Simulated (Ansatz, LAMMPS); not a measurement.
# Site preference of a vacancy of In in In2O3 with crystalline order left by the classical run (100 atoms): runs compared

At which site of In2O3 with crystalline order left by the classical run (100 atoms) does a vacancy of In cost least, and what about the site decides it?

Computed with Ansatz 0.2.0: Kohn-Sham DFT, revPBE, PAW (set soft_1), plane waves.

### 1. The cell as built

The cell holds 100 atoms: 40 In and 60 O. Cell: a = 11.162 Å, b = 11.162 Å, c = 11.162 Å, α = 90.0°, β = 90.0°, γ = 90.0°. 100 atoms (40 Sc, 60 O) placed at random at 3.63 g/cm³, melted at 5000 K for 10 ps at fixed volume with the Morse and Coulomb pair potential with partial charges (Pedone, Malavasi, Menziani, Cormack and Segre, J. Phys. Chem. B 110, 11780 (2006)). Quenched from 5000 K to 300 K at 20 K/ps and fixed volume, held 10 ps at zero pressure, then minimised at fixed cell. Then Sc was replaced by In and the cell scaled by 1.038 (the potential has no terms for the new elements, so the cell is a start for a DFT relaxation).

Limits known from the start: The quench rate of 20 K/ps is many orders above laboratory rates, so the cell is likely richer in defects and strain than a real sample. The starting topology of bonds comes from the classical model, and needn't be the one that DFT or experiment would give. The Brillouin zone is sampled at Γ only, in a cell whose shortest periodic width is 11 Å.

### 2. The reference run

The reference is a single point at the end of the relaxation.

Every defect cell starts from the geometry of this run and is relaxed in the fixed cell.

Its input, with most atom lines left out:

```yaml
crystal:
  lattice:
    - [11.16156, 0.0, 0.0]
    - [0.0, 11.16156, 0.0]
    - [0.0, 0.0, 11.16156]
  atoms:
    - { symbol: In, position: [0.90882, 0.38719, 0.97988] }
    - { symbol: In, position: [0.01472, 0.39762, 0.70438] }
    - { symbol: In, position: [0.7716, 0.90017, 0.54801] }
    - { symbol: In, position: [0.57548, 0.36858, 0.15126] }
    - { symbol: In, position: [0.85657, 0.64677, 0.77976] }
    - { symbol: In, position: [0.30114, 0.12218, 0.23749] }
    - { symbol: In, position: [0.80113, 0.14461, 0.73747] }
    [... atom lines 8 to 100 left out ...]
kpoints:
  mp_grid: { grid: [1, 1, 1] }
hamiltonian:
  xc: revpbe
  pseudopotentials: { kind: paw, azcp: { folder: soft_1 } }
scf:
  occupations: { method: fermi_dirac, width: 0.05 }
output:
  forces: true
  stress: true
  populations: true
  dos:
    method: { smearing: { sigma: 0.1 } }
    de: 0.1
    projected: { site_lists: { In: [In], O: [O] } }
  eigenvalues: true
  write_density: true
  write_potential: true
  volumetric_format: npy
```

- free energy per atom: -2582.7303 eV/atom
- r.m.s. force component: 0.01006 eV/Å
- pressure: 0.1122 GPa

Filled and empty levels are parted by 0.479 eV (at Γ alone); a semilocal functional tends to put such gaps too low. In a disordered cell it changes from sample to sample, and tail or defect levels can set it.

### 3. The runs

Each row is one run, on 4 threads of Intel Xeon 6975P-C (Granite Rapids), shared host. The free energy is the program's total, comparable only between runs with the same functional, potentials and atoms.

```csv
run,atoms,outcome,"ionic steps, all passes",free energy (eV),time,host memory (GiB)
Single point at the start,100,converged,-,-258272.058,13 s,2.1
Relaxation,100,converged,5,-258273.033,48 s,2.1
Single point at the relaxed geometry,100,converged,-,-258273.033,16 s,2.2
"Vacancy of In, site In15",99,converged,6,-252662.725,92 s,2.2
"Vacancy of In, site In20",99,converged,6,-252662.203,92 s,2.2
"Vacancy of In, site In32",99,converged,16,-252663.262,3.4 min,2.2
"Vacancy of In, site In9",99,converged,10,-252661.869,2.5 min,2.2
"Vacancy of In, site In24",99,converged,7,-252661.805,89 s,2.2
```

The surroundings of site In32, the cheapest one, after relaxation: 11 atoms, nearest first, with positions taken from that point. Atoms keep their numbers of the cell before the removal, where the removed atom was number 32.

```csv
atom,x,y,z,distance (Å),bonds
O79,0.46,1.79,1.30,2.25,3
O81,1.34,-1.78,-0.43,2.27,3
O82,1.14,1.41,-1.64,2.44,3
O54,-0.70,-1.50,2.03,2.62,3
O46,-1.68,-1.98,-1.01,2.78,3
In36,0.02,0.33,2.90,2.92,6
In16,-2.86,-0.30,-1.04,3.06,5
O71,1.99,-0.64,2.50,3.26,4
In13,1.15,-2.59,1.69,3.30,6
In23,0.05,-2.70,-1.90,3.30,5
O63,-3.01,1.45,0.35,3.36,4
```

The column of bonds counts only the pairs O-In within 2.77 Å; other neighbours, such as metal atoms beside each other in a compound, aren't counted, and periodic images can show an atom twice.

### 4. The sites compared

All these cells hold the same atoms, so their energies can be compared with no chemical potential.

```csv
site,neighbours,mean distance (Å),atoms within 6 Å,energy over the best site (eV),before relaxation (eV),gain on relaxing (eV)
In32,O6,2.23,62,0.00,0.64,2.51
In15,O4,2.11,64,0.54,0.00,1.34
In20,O6,2.27,63,1.06,0.91,1.72
In9,O6,2.22,63,1.39,0.82,1.30
In24,O6,2.25,61,1.46,0.80,1.22
```

Neighbours are those of the relaxed host within 2.68 Å (O-In); other pairs aren't counted.

### 5. What came out

The cheapest site is In32 (6 neighbours, O6); the dearest, In24 (6 neighbours, O6), costs 1.5 eV more. By coordination the energies over the best site are 0.54 eV with 4 neighbours and 0.00 to 1.46 eV with 6 neighbours. The chemistry differs between sites, which can decide the order more than coordination does: at In32 an O–O bond under 1.6 Å formed. Relaxation changes the order: the best site before relaxing was In15.

**Limits.** Defects are neutral and interact with their images. In a disordered cell the relaxation can also rearrange atoms far from the site. Only 5 of the 40 In sites were tried; unless symmetry makes the others alike to these, a cheaper one may exist. The change leaves an odd electron count, and these runs have no spin polarisation. The stress is far from hydrostatic: its diagonal is 5.6, -5.9, 0.6 GPa, compression counted positive.

The DFT runs together took 12 min of wall time.

[Logs are printed without paths, hosts, clocks, repeated set-up lines and the standing remarks that a program may print on its own settings, such as how far it seeks lower states.]

[Hosts, paths, dates, database ids (printed as entryN), source tags and the programs' standing remarks are cut or masked in the printed files.]
